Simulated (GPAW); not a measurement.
# Core-hole calculation of the O K edge in NbFeO4 (I-4m2), part 3 of 5

Aim: the near-edge shape at the O K edge of NbFeO4 (I-4m2), and what the core hole does to it.

GPAW 26.7.0; X-ray absorption from dipole matrix elements to empty bands, plane-wave PAW LDA+U.

So far. Step 4 (Spectrum without a core hole, O atom 5): Main maxima below 24 eV (height): 2.4 eV (2.67), 6.2 eV (2.07), 9.1 eV (1.22), 13.7 eV (1.49) and 21.2 eV (0.83). 

## Step 6: Spectrum with FCH, O atom 3

The holes are 5.5 Å apart. In GPAW the data set carries the hole's charge, so charge=0 means a charged cell and charge=-1 a neutral one. The excited electron is left out and a uniform background balances the charge. After the field has converged, empty bands are computed with the density fixed and the dipole matrix elements are summed.

Contents of xas.py:

```python
import numpy as np
from ase import Atoms
from ase.parallel import parprint, paropen
from gpaw import GPAW, PW, FermiDirac, Mixer, MixerDif, setup_paths
from gpaw.test import gen
setup_paths.insert(0, '.')
gen('O', name='fch1s', xcname='LDA', corehole=(1, 0, 1), write_xml=True)
from gpaw.mpi import world
world.barrier()

atoms = Atoms('Nb2Fe2O8',
    cell=[[3.91702196, -3.91702196, 0],
     [3.91702196, 3.91702196, 0],
     [-1.95851098, 1.95851098, 5.03653014]],
    scaled_positions=[[0.5, 0.25, 0.5],
     [0, 0.75, 0.5],
     [0, 0, 0],
     [0.5, 0.5, 0],
     [0.299371, 0.25, 0.098742],
     [0.799371, 0.75, 0.098742],
     [0.700629, 0.25, 0.901258],
     [0.200629, 0.75, 0.901258],
     [0.20996175, 0, 0.4199235],
     [0.70996175, 0.5, 0.4199235],
     [0.79003825, 0, 0.5800765],
     [0.29003825, 0.5, 0.5800765]],
    magmoms=[0.0, 0.0, 4.0, 4.0, 0.0, 0.0, 0.0, 0.0, 0.0, 0.0, 0.0, 0.0],
    pbc=True)
atoms.calc = calc = GPAW(legacy_gpaw=True, mode=PW(500, force_complex_dtype=True), xc='LDA', setups={'Fe': ':d,5.3', 4: 'fch1s'},
    kpts={'size': (3, 2, 3), 'gamma': True}, occupations=FermiDirac(0.02),
    charge=0, mixer=MixerDif(0.05, 8, 50), maxiter=150,
    convergence={'density': 0.0001, 'eigenstates': 1e-6}, txt='scf.txt')
energy = atoms.get_potential_energy() + calc.get_reference_energy()
ef = calc.get_fermi_level()
out = dict(energy=energy, fermi=ef, forces=atoms.get_forces().tolist(), magmoms=atoms.get_magnetic_moments().tolist())
parprint(f'all-electron energy {energy:.4f} eV, Fermi level {ef:.4f} eV')
ev = np.array([[calc.get_eigenvalues(k, s) for k in range(len(calc.get_ibz_k_points()))] for s in range(calc.get_number_of_spins())])
out['homo'], out['lumo'], out['counts'] = ev[ev < ef].max(), ev[ev > ef].min(), sorted(set((ev < ef).sum((0, 2)).tolist()))
out['filled'] = (ev[:, 0] < ef).sum(1).tolist()

from ase.units import Ha
from gpaw.xas import dipole_matrix_elements
nb = int(calc.get_number_of_electrons() / 2) + 115
top, nb = nb, nb + 8 + nb // 12
nscf = calc.fixed_density(kpts={'size': (3, 3, 3), 'gamma': True}, nbands=nb,
    convergence={'bands': top, 'eigenstates': 5e-3}, maxiter=60, txt='nscf.txt')
cell = atoms.cell.array
ops = [cell.T @ U.T @ np.linalg.inv(cell.T) for U in nscf.wfs.kd.symmetry.op_scc]
filled = [50, 40]  # bands filled in the ground state, by spin
E = np.arange(-6, 34, 0.1)
fwhm = np.interp(E, [4, 25], [0.9, 3.5])
Y, X, zero, highest = 0, 0, 1e9, 1e9
for spin in range(nscf.get_number_of_spins()):
    wfs = nscf.wfs
    mine = wfs.bd.get_slice()  # this rank's bands
    A = dipole_matrix_elements(wfs.setups[4])
    eps = np.zeros((wfs.kd.nibzkpts, nb))
    d = np.zeros((3, A.shape[1], wfs.kd.nibzkpts, nb), complex)
    for kpt in wfs.kpt_u:
        if kpt.s == spin and 4 in kpt.P_ani:
            eps[kpt.k, mine] = kpt.eps_n * Ha
            d[:, :, kpt.k, mine] = (kpt.weight * wfs.nspins / 2) ** 0.5 * np.inner(A, kpt.P_ani[4])
    world.sum(eps)
    world.sum(d)
    T = np.einsum('amkn,bmkn->abkn', d, d.conj()).real
    T = sum(np.einsum('ai,ijkn,bj->abkn', R, T, R) for R in ops) / len(ops)
    empty = np.ones_like(eps, bool) & (np.arange(nb) >= filled[spin])
    zero, highest = min(zero, eps[empty].min()), min(highest, eps[:, top - 1].min())
    lines = [(eps, T, empty)] if spin == 0 else lines + [(eps, T, empty)]
for eps, T, empty in lines:
    f = np.einsum('aakn->akn', T).reshape(3, -1)
    x = eps.ravel() - zero
    w = np.interp(x, E, fwhm) / 2.35482
    g = np.exp(-0.5 * ((E[:, None] - x) / w) ** 2) / (w * (2 * np.pi) ** 0.5)
    Y = Y + (f * empty.ravel()) @ g.T
    X = X + (f * ~empty.ravel()) @ g.T
out.update(E=E.round(2).tolist(), xas=Y.tolist(), xes=X.tolist(), zero=zero, valid=highest - zero, nk=len(eps), nb=nb)
for i in range(0, len(E), 10):
    parprint(f'{E[i]:7.2f}', *(f'{v:10.3e}' for v in Y[:, i]))
import json
with paropen('out.json', 'w') as f:
    json.dump(out, f)
```

Command:

```bash
> OMP_NUM_THREADS=1 mpirun -n 4 gpaw python xas.py
```

Numbers of over 12 decimals in the logs are rounded to 6 here.

Output:

```text
Input parameters:
  convergence: {density: 0.0001,
                eigenstates: 1e-06}
  kpts: {gamma: True,
         size: (3, 2, 3)}
  maxiter: 150
  mixer: {backend: pulay,
          beta: 0.05,
          method: difference,
          nmaxold: 8,
          weight: 50}
  mode: {ecut: 500.0,
         force_complex_dtype: True,
         name: pw}
  occupations: {fixmagmom: False,
                name: fermi-dirac,
                width: 0.02}
  setups: {4: fch1s,
           Fe: :d,5.3}

Initialize ...

[... PAW data sets ...]

Reference energy: -292379.536679  # eV

Spin-polarized calculation.
Initial magnetic moment: 8.000000

[... convergence settings ...]
Symmetries present (total): 1
  [... symmetry matrices ...]

18 k-points: 3 x 2 x 3 Monkhorst-Pack grid + [0.000000,1/4,0.000000]
10 k-points in the irreducible part of the Brillouin zone
       k-points in crystal coordinates                weights
   0:     0.00000000    0.00000000    0.00000000          1/18
   1:     0.00000000    0.00000000    0.33333333          2/18
   2:     0.00000000    0.50000000    0.00000000          1/18
   3:     0.00000000    0.50000000    0.33333333          2/18
   4:     0.33333333    0.00000000   -0.33333333          2/18
   5:     0.33333333    0.00000000    0.00000000          2/18
   6:     0.33333333    0.00000000    0.33333333          2/18
   7:     0.33333333    0.50000000   -0.33333333          2/18
   8:     0.33333333    0.50000000    0.00000000          2/18
   9:     0.33333333    0.50000000    0.33333333          2/18

Wave functions: Plane wave expansion
  Cutoff energy: 500.000 eV
  Number of coefficients (min, max): 3890, 3945
  Pulay-stress correction: 0.000000 eV/Ang^3 (de/decut=0.000000)
  Using FFTW library
  Wavefunction extrapolation:
    Improved wavefunction reuse through dual PAW basis

Occupation numbers: Fermi-Dirac:
  width: 0.0200  # eV

Eigensolver
   Davidson(niter=2)

Densities:
  Coarse grid: 30*30*30 grid
  Fine grid: 60*60*60 grid
  Total Charge: 1.000000

Density mixing:
  Method: difference
  Backend: pulay
  Linear mixing parameter: 0.05
  old densities: 8
  Width of damping distribution: 1.1
  Damping of long wavelength oscillations: 50

[... Hamiltonian set-up ...]
Number of atoms: 12
Number of atomic orbitals: 76
Number of bands in calculation: 63
Number of valence electrons: 90
Bands to converge: occupied

... initialized

Initializing position-dependent things.

Density initialized from atomic densities
Creating initial wave functions:
  63 bands from LCAO basis set

               O

             O Nb
              O
             Nb
        O   O     O

        Fe   O    Fe   O

Atomic positions and initial magnetic moments

Positions:
   0 Nb     1.958511    0.000000    2.518265    ( 0.0000,  0.0000,  0.0000)
   1 Nb     1.958511    3.917022    2.518265    ( 0.0000,  0.0000,  0.0000)
   2 Fe     0.000000    0.000000    0.000000    ( 0.0000,  0.0000,  4.0000)
   3 Fe     3.917022    0.000000    0.000000    ( 0.0000,  0.0000,  4.0000)
   4 O      1.958511   -0.000000    0.497317    ( 0.0000,  0.0000,  0.0000)
   5 O      5.875533   -0.000000    0.497317    ( 0.0000,  0.0000,  0.0000)
   6 O      1.958511   -0.000000    4.539213    ( 0.0000,  0.0000,  0.0000)
   7 O      1.958511    3.917022    4.539213    ( 0.0000,  0.0000,  0.0000)
   8 O      0.000000   -0.000000    2.114957    ( 0.0000,  0.0000,  0.0000)
   9 O      3.917022    0.000000    2.114957    ( 0.0000,  0.0000,  0.0000)
  10 O      1.958511   -1.958511    2.921573    ( 0.0000,  0.0000,  0.0000)
  11 O      1.958511    1.958511    2.921573    ( 0.0000,  0.0000,  0.0000)

Unit cell:
           periodic     x           y           z      points  spacing
  1. axis:    yes    3.917022   -3.917022    0.000000    30     0.1618
  2. axis:    yes    3.917022    3.917022    0.000000    30     0.1847
[...]
iter:  23  -140.621150c  -5.93  -3.66    +10.0000
iter:  24  -140.621123c  -5.68  -3.73    +10.0000
iter:  25  -140.621117c  -5.96  -4.13c   +10.0000
iter:  26  -140.621116c  -6.80c -4.30c   +10.0000

Converged after 26 iterations.

Dipole moment: (-0.438942, -0.053352, -0.024752) |e|*Ang

Total magnetic moment: (0.000000, 0.000000, 10.000000)
Local magnetic moments:
   0 Nb ( 0.000000,  0.000000,  0.043798)
   1 Nb ( 0.000000,  0.000000,  0.027156)
   2 Fe ( 0.000000,  0.000000,  4.305661)
   3 Fe ( 0.000000,  0.000000,  4.305661)
   4 O  ( 0.000000,  0.000000, -0.101175)
   5 O  ( 0.000000,  0.000000,  0.162509)
   6 O  ( 0.000000,  0.000000,  0.134229)
   7 O  ( 0.000000,  0.000000,  0.142346)
   8 O  ( 0.000000,  0.000000,  0.061348)
   9 O  ( 0.000000,  0.000000,  0.061348)
  10 O  ( 0.000000,  0.000000,  0.060367)
  11 O  ( 0.000000,  0.000000,  0.060366)

Energy contributions relative to reference atoms: (reference = -292379.536679)

Kinetic:        +10.348586
Potential:      -52.028626
External:        +0.000000
XC:             -98.414728
Entropy (-ST):   -0.000000
Local:           -0.526348
SIC:             +0.000000
--------------------------
Free energy:   -140.621116
Extrapolated:  -140.621116

Spin contamination: 1.496567 electrons
Showing only first 2 kpts
                      Up                     Down
 Kpt  Band  Eigenvalues  Occupancy  Eigenvalues  Occupancy
  0    43      2.40927    1.00000      6.09514    0.00000
  0    44      2.75908    1.00000      6.24732    0.00000
  0    45      2.77075    1.00000      6.47812    0.00000
  0    46      3.05384    1.00000      6.51250    0.00000

  1    43      2.22638    1.00000      6.20889    0.00000
  1    44      2.49871    1.00000      6.24359    0.00000
  1    45      2.66927    1.00000      6.45025    0.00000
  1    46      2.87118    1.00000      6.46035    0.00000

Fermi level: 4.49792

Gap: 1.303 eV
Transition (v -> c):
  (s=0, k=1, n=49, [0.00, 0.00, 0.33]) -> (s=1, k=0, n=40, [0.00, 0.00, 0.00])
Direct/indirect transitions are different
Direct gap: 1.307 eV
Transition at: (s=0->1, k=0, n=49, [0.00, 0.00, 0.00])

Forces in eV/Ang:
  0 Nb    0.00004   -0.00008    4.45485
  1 Nb   -0.00003   -0.00004   -0.16889
  2 Fe   -2.30204   -0.20197   -0.45179
  3 Fe    2.30218    0.20208   -0.45174
  4 O    -0.00024    0.00002   -0.79972
  5 O    -0.00007   -0.00001    0.94628
  6 O    -0.00001   -0.00007   -1.51843
  7 O    -0.00001   -0.00007   -0.63868
  8 O     1.00400    0.02353   -0.50458
  9 O    -1.00406   -0.02333   -0.50458
 10 O     0.10721    0.58611   -0.17882
 11 O    -0.10698   -0.58615   -0.17885
Scalar-relativistic atomic LDA calculation for O (Oxygen, Z=8)
Core hole in 1s state (1s occupation: 1.0)
300 radial gridpoints.
|------------------------------------------------|
|------------------------------------------------|
[... the atom generator's iteration count ...]

Energy contributions:
-------------------------
Kinetic:      +54.046737
XC:            -5.876031
Potential:   -102.458324
-------------------------
Total:        -54.287618

state      eigenvalue         ekin         rmax
-----------------------------------------------
1s^1.0 :   -21.731873    30.611423        0.127
2s^2.0 :    -1.594915     4.066245        0.801
2p^4.0 :    -1.067100     3.825706        0.682
-----------------------------------------------
(units: Bohr and Hartree)

Generating PAW setup
Kinetic energy of the core from tauc = 30.636371
Cutoffs:
rc(s)=1.300
rc(p)=1.130
rc(d)=1.170
rc(vbar)=1.300
rc(comp)=1.260
rc(nct)=1.300

Kinetic energy of the core states: 30.611423
Charge: 1.0
Core electrons: 1.0
Valence electrons: 6.0
Pseudo-core charge: 0.000198
Shape function alpha=6.299
Pseudo-electron charge 5.280306
state    eigenvalue         norm
--------------------------------
2s(2) :    -1.594915     1.065643
*s    :    -0.594915
2p(4) :    -1.067100     0.787205
*p    :    -0.067100
*d    :     0.000000
--------------------------------

Diagonalizing with gridspacing h=0.050

state   all-electron     PAW
-------------------------------
2s:      -1.594915    -1.596334
2p:      -1.067100    -1.073375
*d:                   -0.060686
*f:                   -0.013559
-------------------------------
all-electron energy -292520.1578 eV, Fermi level 4.4979 eV
  -6.00  5.736e-72  4.331e-72  1.961e-63
  -5.00  2.138e-55  3.615e-55  4.900e-47
  -4.00  5.301e-41  1.116e-39  1.388e-33
  -3.00  3.946e-28  7.388e-27  4.538e-23
  -2.00  4.104e-18  5.643e-17  1.739e-15
  -1.00  5.286e-11  5.273e-10  1.778e-10
  -0.00  1.033e-06  7.320e-06  1.750e-06
[...]
31.00  1.283e-04  1.321e-04  1.411e-04
  32.00  1.197e-04  1.409e-04  1.510e-04
  33.00  1.072e-04  1.400e-04  1.435e-04
```

Wall time 79 s (4 MPI ranks of Intel Xeon 6975P-C (Granite Rapids), shared host); peak memory 0.54 GiB; 5.3 min of CPU time.

The O K spectrum, O atom 3, full core hole (charged cell) (energy from the lowest empty level; intensity scaled to a mean of 1 over the first 20 eV; polarised curves are means over the symmetry-equivalent atoms):

```tsv
E (eV)	isotropic	ε ⊥ c	ε ∥ c
-2.00	0.00	0.00	0.00
-1.25	0.00	0.00	0.00
-0.50	0.00	0.00	0.00
0.25	0.12	0.15	0.06
1.00	1.25	1.67	0.43
1.75	1.51	2.05	0.42
2.50	0.81	1.01	0.39
3.25	0.18	0.21	0.13
4.00	0.10	0.04	0.22
4.75	0.83	0.17	2.14
5.50	1.34	0.39	3.24
6.25	0.97	0.66	1.60
7.00	1.15	0.99	1.48
7.75	1.41	1.16	1.92
8.50	1.65	1.56	1.84
9.25	1.85	2.11	1.32
10.00	1.47	1.86	0.71
10.75	1.16	1.47	0.55
11.50	1.15	1.36	0.75
12.25	1.22	1.29	1.07
13.00	1.23	1.22	1.25
13.75	1.15	1.12	1.20
14.50	1.00	0.97	1.06
15.25	0.85	0.82	0.91
16.00	0.72	0.70	0.75
16.75	0.65	0.67	0.60
17.50	0.66	0.72	0.53
18.25	0.71	0.78	0.56
19.00	0.77	0.83	0.65
19.75	0.82	0.87	0.73
20.50	0.85	0.89	0.77
21.25	0.83	0.86	0.76
22.00	0.77	0.79	0.71
22.75	0.69	0.71	0.65
23.50	0.62	0.64	0.59
24.25	0.58	0.59	0.57
25.00	0.59	0.58	0.61
25.75	0.64	0.59	0.72
26.50	0.71	0.64	0.86
27.25	0.79	0.71	0.97
28.00	0.87	0.79	1.03
28.75	0.93	0.88	1.04
29.50	0.99	0.96	1.05
30.25	1.06	1.04	1.09
31.00	1.12	1.09	1.18
31.75	1.15	1.09	1.25
```

Main maxima below 24 eV (height): 1.4 eV (1.66), 5.4 eV (1.36), 9.1 eV (1.86), 12.7 eV (1.23) and 20.6 eV (0.85). 

The hole costs E(hole) − E(ground) = 519.11 eV, and the lowest empty level of the hole cell on the spectrum's mesh lies at 5.02 eV, which puts the zero at 524.13 eV.

## Step 7: Spectrum with FCH, O atom 5

The holes are 5.5 Å apart. The excited electron is left out and a uniform background balances the charge. After the field has converged, empty bands are computed with the density fixed and the dipole matrix elements are summed.

xas.py: that of step 6 with these lines changed.

```diff
@@ -28,3 +28,3 @@
     pbc=True)
-atoms.calc = calc = GPAW(legacy_gpaw=True, mode=PW(500, force_complex_dtype=True), xc='LDA', setups={'Fe': ':d,5.3', 4: 'fch1s'},
+atoms.calc = calc = GPAW(legacy_gpaw=True, mode=PW(500, force_complex_dtype=True), xc='LDA', setups={'Fe': ':d,5.3', 8: 'fch1s'},
     kpts={'size': (3, 2, 3), 'gamma': True}, occupations=FermiDirac(0.02),
@@ -55,3 +55,3 @@
     mine = wfs.bd.get_slice()  # this rank's bands
-    A = dipole_matrix_elements(wfs.setups[4])
+    A = dipole_matrix_elements(wfs.setups[8])
     eps = np.zeros((wfs.kd.nibzkpts, nb))
@@ -59,5 +59,5 @@
     for kpt in wfs.kpt_u:
-        if kpt.s == spin and 4 in kpt.P_ani:
+        if kpt.s == spin and 8 in kpt.P_ani:
             eps[kpt.k, mine] = kpt.eps_n * Ha
-            d[:, :, kpt.k, mine] = (kpt.weight * wfs.nspins / 2) ** 0.5 * np.inner(A, kpt.P_ani[4])
+            d[:, :, kpt.k, mine] = (kpt.weight * wfs.nspins / 2) ** 0.5 * np.inner(A, kpt.P_ani[8])
     world.sum(eps)
```

Output:

```text
Input parameters:
  convergence: {density: 0.0001,
                eigenstates: 1e-06}
  kpts: {gamma: True,
         size: (3, 2, 3)}
  maxiter: 150
  mixer: {backend: pulay,
          beta: 0.05,
          method: difference,
          nmaxold: 8,
          weight: 50}
  mode: {ecut: 500.0,
         force_complex_dtype: True,
         name: pw}
  occupations: {fixmagmom: False,
                name: fermi-dirac,
[...]
2s:      -1.594915    -1.596334
2p:      -1.067100    -1.073375
*d:                   -0.060686
*f:                   -0.013559
-------------------------------
all-electron energy -292519.5154 eV, Fermi level 4.3875 eV
  -6.00  2.773e-70  2.975e-70  1.632e-64
  -5.00  7.208e-54  7.871e-54  4.938e-48
  -4.00  2.032e-40  2.479e-40  1.598e-34
  -3.00  1.059e-29  4.064e-28  5.531e-24
[...]
32.00  1.275e-04  1.484e-04  9.415e-05
  33.00  1.248e-04  1.533e-04  8.160e-05
[key lines of the parts left out:]
Converged after 21 iterations.
Dipole moment: (-0.205970, 0.205970, -0.031623) |e|*Ang
Free energy:   -139.978697
Fermi level: 4.38747
```

It took 56 s on 4 MPI ranks; peak memory 0.42 GiB; 3.7 min of CPU time.

The O K spectrum, O atom 5, full core hole (charged cell) (energy from the lowest empty level; intensity scaled to a mean of 1 over the first 20 eV; polarised curves are means over the symmetry-equivalent atoms):

```tsv
E (eV)	isotropic	ε ⊥ c	ε ∥ c
-2.0	0.00	0.00	0.00
-1.5	0.00	0.00	0.00
-1.0	0.00	0.00	0.00
-0.5	0.00	0.00	0.00
0.0	0.01	0.02	0.00
0.5	0.20	0.27	0.05
1.0	0.83	1.00	0.49
1.5	1.48	1.38	1.69
2.0	1.85	1.63	2.28
2.5	1.37	1.45	1.21
3.0	0.56	0.68	0.31
3.5	0.20	0.24	0.13
4.0	0.24	0.18	0.36
4.5	0.86	0.87	0.83
5.0	1.69	1.85	1.36
5.5	2.01	2.15	1.73
6.0	2.02	2.18	1.69
6.5	1.32	1.43	1.10
7.0	0.76	0.76	0.75
7.5	0.79	0.76	0.84
8.0	1.01	0.96	1.12
8.5	1.20	1.05	1.51
9.0	1.30	1.06	1.79
9.5	1.26	1.02	1.73
10.0	1.14	0.96	1.49
10.5	1.04	0.90	1.30
11.0	1.00	0.88	1.24
11.5	1.06	0.97	1.23
12.0	1.20	1.18	1.24
12.5	1.39	1.46	1.24
13.0	1.53	1.69	1.19
13.5	1.51	1.72	1.09
14.0	1.32	1.51	0.93
14.5	1.04	1.19	0.76
15.0	0.81	0.90	0.63
15.5	0.65	0.70	0.56
16.0	0.55	0.56	0.52
16.5	0.49	0.49	0.49
17.0	0.47	0.46	0.49
17.5	0.50	0.50	0.52
18.0	0.57	0.57	0.57
18.5	0.66	0.67	0.63
19.0	0.75	0.77	0.70
19.5	0.83	0.86	0.77
20.0	0.90	0.93	0.85
20.5	0.94	0.95	0.92
21.0	0.96	0.94	0.99
21.5	0.94	0.90	1.03
22.0	0.90	0.84	1.04
22.5	0.85	0.77	1.01
23.0	0.79	0.70	0.97
23.5	0.74	0.64	0.93
24.0	0.70	0.60	0.89
24.5	0.67	0.58	0.86
25.0	0.66	0.58	0.84
25.5	0.67	0.58	0.84
26.0	0.68	0.59	0.86
26.5	0.71	0.61	0.90
27.0	0.74	0.63	0.95
27.5	0.78	0.66	1.00
28.0	0.82	0.71	1.05
28.5	0.87	0.77	1.08
29.0	0.92	0.83	1.09
29.5	0.96	0.91	1.07
30.0	1.00	0.98	1.04
30.5	1.03	1.04	0.99
31.0	1.04	1.10	0.93
31.5	1.05	1.14	0.86
32.0	1.04	1.17	0.80
```

Main maxima below 24 eV (height): 2.0 eV (1.85), 5.8 eV (2.09), 9.1 eV (1.30), 13.2 eV (1.54) and 21.0 eV (0.96). 

The hole costs E(hole) − E(ground) = 519.75 eV, and the lowest empty level of the hole cell on the spectrum's mesh lies at 4.82 eV, which puts the zero at 524.57 eV.

[end of part 3 of 5]

[Banner, clock and machine lines of the logs are left out without a mark of their own.]

[Logs are printed without paths, hosts, clocks, repeated set-up lines and the standing remarks that a program may print on its own settings, such as how far it seeks lower states.]

[Hosts, paths, dates, database ids (printed as entryN), source tags and the programs' standing remarks are cut or masked in the printed files.]

[Lists of maxima count a maximum above −3 eV only where it reaches 4 % of the highest in the window and stands out from its surroundings by 2 % of it (1.5 % where it reaches 55 %); shoulders and weaker maxima are passed over, and of the rest the first, up to two pre-edge ones and the few strongest are named.]
